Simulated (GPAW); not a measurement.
# Si K ELNES/XANES of diamond-type (Si)₁₋ₓ(Ge)ₓ at x = 0.125 from DFT, part 2 of 3

Aim: the Si K edge in diamond-type (Si)₁₋ₓ(Ge)ₓ at x = 0.125, one member of a composition series.

GPAW 26.7.0; X-ray absorption from dipole matrix elements to empty bands, plane-wave PAW LDA.

So far. Step 3 (The field without a hole): The mesh shows a gap of 0.42 eV. The excited electron is kept all the same, so that all members of the series, with or without a gap, are treated alike.

**5. Spectrum with XCH, Si atom 1**

The holes are 7.7 Å apart. In GPAW the data set carries the hole's charge, so charge=0 means a charged cell and charge=-1 a neutral one. The excited electron is kept in the cell, where it fills the lowest empty states and screens the hole. After the field has converged, empty bands are computed with the density fixed and the dipole matrix elements are summed.

The absorber has 1 Si at 2.35 Å, 2 Si at 2.35 Å and 1 Ge at 2.38 Å (tetrahedral).

The input, xas.py:

```python
import numpy as np
from ase import Atoms
from ase.parallel import parprint, paropen
from gpaw import GPAW, PW, FermiDirac, Mixer, MixerDif, setup_paths
from gpaw.test import gen
setup_paths.insert(0, '.')
gen('Si', name='fch1s', xcname='LDA', corehole=(1, 0, 1), write_xml=True)
from gpaw.mpi import world
world.barrier()

atoms = Atoms('Si4Ge2Si10',
    cell=[[0, 5.459375, 5.459375],
     [5.459375, 0, 5.459375],
     [5.459375, 5.459375, 0]],
    scaled_positions=[[0.9985962, 0.003283, 0.0001803],
     [0.1282922, 0.1196844, 0.1262647],
     [0.0006353, 0.0000347, 0.4998139],
     [0.1244978, 0.1246287, 0.6265775],
     [0.997114, 0.4974421, 0.9968767],
     [0.1247986, 0.6253497, 0.1248038],
     [0.0003586, 0.4982421, 0.5026474],
     [0.1277947, 0.6264216, 0.6191217],
     [0.5019229, 0.9987139, 0.9999979],
     [0.6250409, 0.1243451, 0.1263601],
     [0.4993695, 0.9999673, 0.5013875],
     [0.6256737, 0.1248189, 0.6249683],
     [0.5025916, 0.4979403, 0.9967257],
     [0.6193012, 0.6251687, 0.1250197],
     [0.5014465, 0.4998255, 0.4985223],
     [0.6267678, 0.6249266, 0.6231474]],
    pbc=True)
atoms.calc = calc = GPAW(legacy_gpaw=True, mode=PW(400, force_complex_dtype=True), xc='LDA', setups={0: 'fch1s'},
    kpts={'size': (3, 3, 3), 'gamma': True}, occupations=FermiDirac(0.04),
    charge=-1, mixer=Mixer(0.1, 5, 50), maxiter=150,
    convergence={'density': 0.0001, 'eigenstates': 1e-6}, txt='scf.txt')
energy = atoms.get_potential_energy() + calc.get_reference_energy()
ef = calc.get_fermi_level()
out = dict(energy=energy, fermi=ef, forces=atoms.get_forces().tolist())
parprint(f'all-electron energy {energy:.4f} eV, Fermi level {ef:.4f} eV')
ev = np.array([[calc.get_eigenvalues(k, s) for k in range(len(calc.get_ibz_k_points()))] for s in range(calc.get_number_of_spins())])
out['homo'], out['lumo'], out['counts'] = ev[ev < ef].max(), ev[ev > ef].min(), sorted(set((ev < ef).sum((0, 2)).tolist()))
out['filled'] = (ev[:, 0] < ef).sum(1).tolist()

from ase.units import Ha
from gpaw.xas import dipole_matrix_elements
nb = int(calc.get_number_of_electrons() / 2) + 167
top, nb = nb, nb + 8 + nb // 12
nscf = calc.fixed_density(kpts={'size': (4, 4, 4), 'gamma': True}, nbands=nb,
    convergence={'bands': top, 'eigenstates': 5e-3}, maxiter=60, txt='nscf.txt')
cell = atoms.cell.array
ops = [cell.T @ U.T @ np.linalg.inv(cell.T) for U in nscf.wfs.kd.symmetry.op_scc]
filled = [32]  # bands filled in the ground state, by spin
E = np.arange(-6, 30, 0.1)
fwhm = np.interp(E, [4, 25], [0.9, 3.5])
Y, X, zero, highest = 0, 0, 1e9, 1e9
for spin in range(nscf.get_number_of_spins()):
    wfs = nscf.wfs
    mine = wfs.bd.get_slice()  # this rank's bands
    A = dipole_matrix_elements(wfs.setups[0])
    eps = np.zeros((wfs.kd.nibzkpts, nb))
    d = np.zeros((3, A.shape[1], wfs.kd.nibzkpts, nb), complex)
    for kpt in wfs.kpt_u:
        if kpt.s == spin and 0 in kpt.P_ani:
            eps[kpt.k, mine] = kpt.eps_n * Ha
            d[:, :, kpt.k, mine] = (kpt.weight * wfs.nspins / 2) ** 0.5 * np.inner(A, kpt.P_ani[0])
    world.sum(eps)
    world.sum(d)
    T = np.einsum('amkn,bmkn->abkn', d, d.conj()).real
    T = sum(np.einsum('ai,ijkn,bj->abkn', R, T, R) for R in ops) / len(ops)
    empty = np.ones_like(eps, bool) & (np.arange(nb) >= filled[spin])
    zero, highest = min(zero, eps[empty].min()), min(highest, eps[:, top - 1].min())
    lines = [(eps, T, empty)] if spin == 0 else lines + [(eps, T, empty)]
for eps, T, empty in lines:
    f = np.einsum('aakn->akn', T).reshape(3, -1)
    x = eps.ravel() - zero
    w = np.interp(x, E, fwhm) / 2.35482
    g = np.exp(-0.5 * ((E[:, None] - x) / w) ** 2) / (w * (2 * np.pi) ** 0.5)
    Y = Y + (f * empty.ravel()) @ g.T
    X = X + (f * ~empty.ravel()) @ g.T
out.update(E=E.round(2).tolist(), xas=Y.tolist(), xes=X.tolist(), zero=zero, valid=highest - zero, nk=len(eps), nb=nb)
for i in range(0, len(E), 10):
    parprint(f'{E[i]:7.2f}', *(f'{v:10.3e}' for v in Y[:, i]))
import json
with paropen('out.json', 'w') as f:
    json.dump(out, f)
```

Launch:

```
> OMP_NUM_THREADS=1 mpirun -n 4 gpaw python xas.py
```

Numbers of over 12 decimals in the logs are rounded to 6 here.

The log of the run:

```text
Input parameters:
  charge: -1
  convergence: {density: 0.0001,
                eigenstates: 1e-06}
  kpts: {gamma: True,
         size: (3, 3, 3)}
  maxiter: 150
  mixer: {backend: pulay,
          beta: 0.1,
          method: separate,
          nmaxold: 5,
          weight: 50}
  mode: {ecut: 400.0,
         force_complex_dtype: True,
         name: pw}
  occupations: {fixmagmom: False,
                name: fermi-dirac,
                width: 0.04}
  setups: {0: fch1s}

Initialize ...

[... PAW data sets ...]

Reference energy: -222204.028514  # eV

Spin-paired calculation

[... convergence settings ...]
Symmetries present (total): 1
  [... symmetry matrices ...]

27 k-points: 3 x 3 x 3 Monkhorst-Pack grid
14 k-points in the irreducible part of the Brillouin zone
       k-points in crystal coordinates                weights
   0:     0.00000000    0.00000000    0.00000000          1/27
   1:     0.00000000    0.00000000    0.33333333          2/27
   2:     0.00000000    0.33333333   -0.33333333          2/27
   3:     0.00000000    0.33333333    0.00000000          2/27
   4:     0.00000000    0.33333333    0.33333333          2/27
   5:     0.33333333   -0.33333333   -0.33333333          2/27
   6:     0.33333333   -0.33333333    0.00000000          2/27
   7:     0.33333333   -0.33333333    0.33333333          2/27
   8:     0.33333333    0.00000000   -0.33333333          2/27
   9:     0.33333333    0.00000000    0.00000000          2/27
          ...
  13:     0.33333333    0.33333333    0.33333333          2/27

Wave functions: Plane wave expansion
  Cutoff energy: 400.000 eV
  Number of coefficients (min, max): 5888, 5961
  Pulay-stress correction: 0.000000 eV/Ang^3 (de/decut=0.000000)
  Using FFTW library
  Wavefunction extrapolation:
    Improved wavefunction reuse through dual PAW basis

Occupation numbers: Fermi-Dirac:
  width: 0.0400  # eV

Eigensolver
   Davidson(niter=2)

Densities:
  Coarse grid: 36*36*36 grid
  Fine grid: 72*72*72 grid
  Total Charge: 0.000000

Density mixing:
  Method: separate
  Backend: pulay
  Linear mixing parameter: 0.1
  old densities: 5
  Width of damping distribution: 1.1
  Damping of long wavelength oscillations: 50

[... Hamiltonian set-up ...]
Number of atoms: 16
Number of atomic orbitals: 64
Number of bands in calculation: 43
Number of valence electrons: 65
Bands to converge: occupied

... initialized

Initializing position-dependent things.

Density initialized from atomic densities
Creating initial wave functions:
  43 bands from LCAO basis set

                                 Ge
                                      Si

                              Si
                           Si
                   Si          Si
          Si           Si
                     Si

            Si            Si
                 Ge
                     Si
                   Si

          Si
               Si

Atomic positions and initial magnetic moments

Positions:
   0 Si     0.018907    5.452695    5.469634    ( 0.0000,  0.0000,  0.0000)
   1 Si     1.342728    1.389722    1.353797    ( 0.0000,  0.0000,  0.0000)
   2 Si     2.728861    2.732140    0.003658    ( 0.0000,  0.0000,  0.0000)
   3 Si     4.101116    4.100402    1.360075    ( 0.0000,  0.0000,  0.0000)
   4 Ge     8.158047   10.885943    8.159342    ( 0.0000,  0.0000,  0.0000)
   5 Ge     4.095369    1.362673    4.095341    ( 0.0000,  0.0000,  0.0000)
   6 Si     5.464231    2.746098    2.722048    ( 0.0000,  0.0000,  0.0000)
[...]
13 Si     4.095560    4.063527    6.794028    ( 0.0000,  0.0000,  0.0000)
  14 Si     5.450355    5.459205    5.466319    ( 0.0000,  0.0000,  0.0000)
  15 Si     6.813704    6.823756    6.833469    ( 0.0000,  0.0000,  0.0000)

Unit cell:
           periodic     x           y           z      points  spacing
  1. axis:    yes    0.000000    5.459375    5.459375    36     0.1751
  2. axis:    yes    5.459375    0.000000    5.459375    36     0.1751
  3. axis:    yes    5.459375    5.459375    0.000000    36     0.1751

  Lengths:   7.720722   7.720722   7.720722
  Angles:   60.000000  60.000000  60.000000

Effective grid spacing dv^(1/3) = 0.1911

iter:   1  -107.178409
iter:   2  -105.253456   -1.65  -0.78
iter:   3  -103.570706   -1.50  -0.83
iter:   4  -103.327953   -2.61  -1.01
iter:   5  -103.310207   -2.43  -1.24
iter:   6  -103.306837c  -2.64  -1.79
iter:   7  -103.269840   -3.06  -1.88
iter:   8  -103.284030   -3.33  -2.21
iter:   9  -103.263429c  -3.26  -2.18
iter:  10  -103.263085c  -5.23  -2.96
iter:  11  -103.263016c  -5.10  -3.17
iter:  12  -103.262971c  -5.41  -3.27
iter:  13  -103.262950c  -5.94  -3.49
iter:  14  -103.262947c  -6.72c -3.65
iter:  15  -103.262947c  -6.93c -3.72
iter:  16  -103.262945c  -8.21c -4.06c

Converged after 16 iterations.

Dipole moment: (-23.573119, -22.147550, -23.914258) |e|*Ang

Energy contributions relative to reference atoms: (reference = -222204.028514)

Kinetic:       +136.866753
Potential:     -124.971248
External:        +0.000000
XC:            -114.944840
Entropy (-ST):   -0.023732
Local:           -0.201745
SIC:             +0.000000
--------------------------
Free energy:   -103.274811
Extrapolated:  -103.262945

Showing only first 2 kpts
 Kpt  Band  Eigenvalues  Occupancy
  0    30      5.11766    2.00000
  0    31      5.14034    2.00000
  0    32      5.27649    1.99999
  0    33      5.57243    1.98556

  1    30      4.64753    2.00000
  1    31      4.67708    2.00000
  1    32      5.78248    0.83762
[...]
Fermi level: 5.76937

No gap
No difference between direct/indirect transitions

Forces in eV/Ang:
  0 Si    0.17906   -0.21177    0.20038
  1 Si    0.05360    0.12068    0.03884
  2 Si   -0.02490    0.02094   -0.21447
  3 Si   -0.10871   -0.11544    0.11390
  4 Ge   -0.05318   -0.29003   -0.04394
  5 Ge   -0.17893    0.28640   -0.17229
  6 Si    0.31806    0.06995   -0.08723
[...]
13 Si    0.06295    0.00290   -0.04119
 14 Si    0.01335   -0.02502   -0.00769
 15 Si   -0.01869   -0.00413   -0.04896
Scalar-relativistic atomic LDA calculation for Si (Silicon, Z=14)
Core hole in 1s state (1s occupation: 1.0)
450 radial gridpoints.
|------------------------------------------------|
|------------------------------------------------|
[... the atom generator's iteration count ...]

Energy contributions:
-------------------------
Kinetic:     +220.780583
XC:           -16.024777
Potential:   -425.439960
-------------------------
Total:       -220.684154

state      eigenvalue         ekin         rmax
-----------------------------------------------
1s^1.0 :   -70.908741    95.421565        0.072
2s^2.0 :    -6.456485    14.802915        0.434
2p^6.0 :    -4.992185    14.606350        0.356
3s^2.0 :    -0.832237     2.282916        1.576
3p^2.0 :    -0.531202     1.774628        1.742
-----------------------------------------------
(units: Bohr and Hartree)

Generating PAW setup
Kinetic energy of the core from tauc = 213.098295
Cutoffs:
rc(s)=2.000
rc(p)=2.000
rc(d)=2.000
rc(vbar)=1.800
rc(comp)=2.000
rc(nct)=2.000

Kinetic energy of the core states: 212.665494
Charge: 1.0
Core electrons: 9.0
Valence electrons: 4.0
Pseudo-core charge: 0.076274
Shape function alpha=2.500
Pseudo-electron charge 4.459138
state    eigenvalue         norm
--------------------------------
3s(2) :    -0.832237     1.189334
*s    :     0.167763
3p(2) :    -0.531202     1.002098
*p    :     0.468798
*d    :     0.000000
--------------------------------

Diagonalizing with gridspacing h=0.050

state   all-electron     PAW
-------------------------------
3s:      -0.832237    -0.832487
3p:      -0.531202    -0.531501
*d:                   -0.147046
*f:                   -0.019078
-------------------------------
all-electron energy -222307.2915 eV, Fermi level 5.7694 eV
[...]
27.00  4.784e-06  4.784e-06  4.774e-06
  28.00  4.605e-06  4.628e-06  4.596e-06
  29.00  4.283e-06  4.332e-06  4.261e-06
```

Run time: 3 min. Hardware: 4 MPI ranks of Intel Xeon Platinum 8488C (Sapphire Rapids), shared host; peak memory 0.63 GiB; 12 min of CPU time.

The Si K spectrum, Si atom 1, excited-electron core hole (neutral cell) (energy from the bottom of the conduction band, which holds the excited electron; intensity scaled to a mean of 1 over the first 20 eV):

| E (eV) | isotropic | ε ∥ x | ε ∥ y |
| --- | --- | --- | --- |
| -2.0 | 0.00 | 0.00 | 0.00 |
| -1.0 | 0.00 | 0.00 | 0.00 |
| 0.0 | 0.14 | 0.15 | 0.13 |
| 1.0 | 1.00 | 1.01 | 0.98 |
| 2.0 | 1.24 | 1.24 | 1.24 |
| 3.0 | 1.48 | 1.45 | 1.54 |
| 4.0 | 1.68 | 1.66 | 1.72 |
| 5.0 | 1.02 | 1.04 | 0.97 |
| 6.0 | 0.85 | 0.86 | 0.83 |
| 7.0 | 1.35 | 1.37 | 1.31 |
| 8.0 | 0.82 | 0.84 | 0.80 |
| 9.0 | 1.02 | 1.03 | 1.02 |
| 10.0 | 1.11 | 1.10 | 1.14 |
| 11.0 | 0.96 | 0.95 | 0.98 |
| 12.0 | 1.06 | 1.06 | 1.05 |
| 13.0 | 1.13 | 1.12 | 1.15 |
| 14.0 | 0.94 | 0.93 | 0.95 |
| 15.0 | 0.73 | 0.72 | 0.73 |
| 16.0 | 0.72 | 0.72 | 0.74 |
| 17.0 | 0.81 | 0.79 | 0.83 |
| 18.0 | 0.81 | 0.80 | 0.82 |
| 19.0 | 0.77 | 0.78 | 0.75 |
| 20.0 | 0.75 | 0.76 | 0.74 |
| 21.0 | 0.72 | 0.72 | 0.71 |
| 22.0 | 0.66 | 0.66 | 0.65 |
| 23.0 | 0.63 | 0.64 | 0.62 |
| 24.0 | 0.69 | 0.69 | 0.68 |
| 25.0 | 0.79 | 0.80 | 0.78 |

Main maxima below 24 eV (height): 1.7 eV (1.34), 3.7 eV (1.78), 6.9 eV (1.35), 9.6 eV (1.15), 12.8 eV (1.14) and 17.5 eV (0.82). A K edge sees empty p states on the absorber.

The total-energy difference is 1843.58 eV. One term is added: -14.86 eV, since the hole is spin-paired here and a spin-polarised one costs that much less in the free atom (computed apart). The photon energy is then 1828.72 eV. The tabulated edge of the element is 1839 eV. The functional leaves an error in such absolute values: in the free atom LDA prices this hole 7.8 eV below PBE (computed apart), and PBE is itself good to a few eV.

**6. Reference energy of the cell**

The absorbing element, whose data set is made anew, changes for the next run, so it gets a reference energy of its own.

The input, scf.py:

```python
import numpy as np
from ase import Atoms
from ase.parallel import parprint, paropen
from gpaw import GPAW, PW, FermiDirac, Mixer, MixerDif, setup_paths
from gpaw.test import gen
setup_paths.insert(0, '.')
gen('Ge', name='nch1s', xcname='LDA', corehole=(1, 0, 0), write_xml=True)
from gpaw.mpi import world
world.barrier()

atoms = Atoms('Si4Ge2Si10',
    cell=[[0, 5.459375, 5.459375],
     [5.459375, 0, 5.459375],
     [5.459375, 5.459375, 0]],
    scaled_positions=[[0.9985962, 0.003283, 0.0001803],
     [0.1282922, 0.1196844, 0.1262647],
     [0.0006353, 0.0000347, 0.4998139],
     [0.1244978, 0.1246287, 0.6265775],
     [0.997114, 0.4974421, 0.9968767],
     [0.1247986, 0.6253497, 0.1248038],
     [0.0003586, 0.4982421, 0.5026474],
     [0.1277947, 0.6264216, 0.6191217],
     [0.5019229, 0.9987139, 0.9999979],
     [0.6250409, 0.1243451, 0.1263601],
     [0.4993695, 0.9999673, 0.5013875],
     [0.6256737, 0.1248189, 0.6249683],
     [0.5025916, 0.4979403, 0.9967257],
     [0.6193012, 0.6251687, 0.1250197],
     [0.5014465, 0.4998255, 0.4985223],
     [0.6267678, 0.6249266, 0.6231474]],
    pbc=True)
atoms.calc = calc = GPAW(legacy_gpaw=True, mode=PW(400, force_complex_dtype=True), xc='LDA', setups={4: 'nch1s'},
    kpts={'size': (3, 3, 3), 'gamma': True}, occupations=FermiDirac(0.02),
    charge=0, mixer=Mixer(0.1, 5, 50), maxiter=150,
    convergence={'density': 0.0001, 'eigenstates': 1e-6}, txt='scf.txt')
energy = atoms.get_potential_energy() + calc.get_reference_energy()
ef = calc.get_fermi_level()
out = dict(energy=energy, fermi=ef, forces=atoms.get_forces().tolist())
parprint(f'all-electron energy {energy:.4f} eV, Fermi level {ef:.4f} eV')
ev = np.array([[calc.get_eigenvalues(k, s) for k in range(len(calc.get_ibz_k_points()))] for s in range(calc.get_number_of_spins())])
out['homo'], out['lumo'], out['counts'] = ev[ev < ef].max(), ev[ev > ef].min(), sorted(set((ev < ef).sum((0, 2)).tolist()))
out['filled'] = (ev[:, 0] < ef).sum(1).tolist()
import json
with paropen('out.json', 'w') as f:
    json.dump(out, f)
```

Launch:

```
> OMP_NUM_THREADS=1 mpirun -n 4 gpaw python scf.py
```

The log of the run:

```text
Input parameters:
  convergence: {density: 0.0001,
                eigenstates: 1e-06}
  kpts: {gamma: True,
         size: (3, 3, 3)}
  maxiter: 150
  mixer: {backend: pulay,
          beta: 0.1,
          method: separate,
          nmaxold: 5,
          weight: 50}
  mode: {ecut: 400.0,
         force_complex_dtype: True,
         name: pw}
  occupations: {fixmagmom: False,
                name: fermi-dirac,
[...]
4s(2) :    -0.438785     1.111852
*s    :     0.561215
4p(2) :    -0.148734     1.010717
*p    :     0.851266
*d    :     0.000000
--------------------------------

Diagonalizing with gridspacing h=0.050

state   all-electron     PAW
-------------------------------
4s:      -0.438785    -0.439067
4p:      -0.148734    -0.148919
*d:                    0.033272
*f:                    0.068661
-------------------------------
all-electron energy -224150.8735 eV, Fermi level 5.4456 eV
[key lines of the parts left out:]
Converged after 16 iterations.
Dipole moment: (-22.912691, -21.617488, -23.299272) |e|*Ang
Free energy:    -93.253501
Fermi level: 5.44564
```

The job ended after 24 s (4 MPI ranks; peak memory 0.3 GiB).

Reference energy: -224150.873 eV with the cores included.

(Continued in part 3 of 3.)

[Banner, clock and machine lines of the logs are left out without a mark of their own.]

[Logs are printed without paths, hosts, clocks, repeated set-up lines and the standing remarks that a program may print on its own settings, such as how far it seeks lower states.]

[Hosts, paths, dates, database ids (printed as entryN), source tags and the programs' standing remarks are cut or masked in the printed files.]

[Lists of maxima count a maximum above −3 eV only where it reaches 4 % of the highest in the window and stands out from its surroundings by 2 % of it (1.5 % where it reaches 55 %); shoulders and weaker maxima are passed over, and of the rest the first, up to two pre-edge ones and the few strongest are named.]
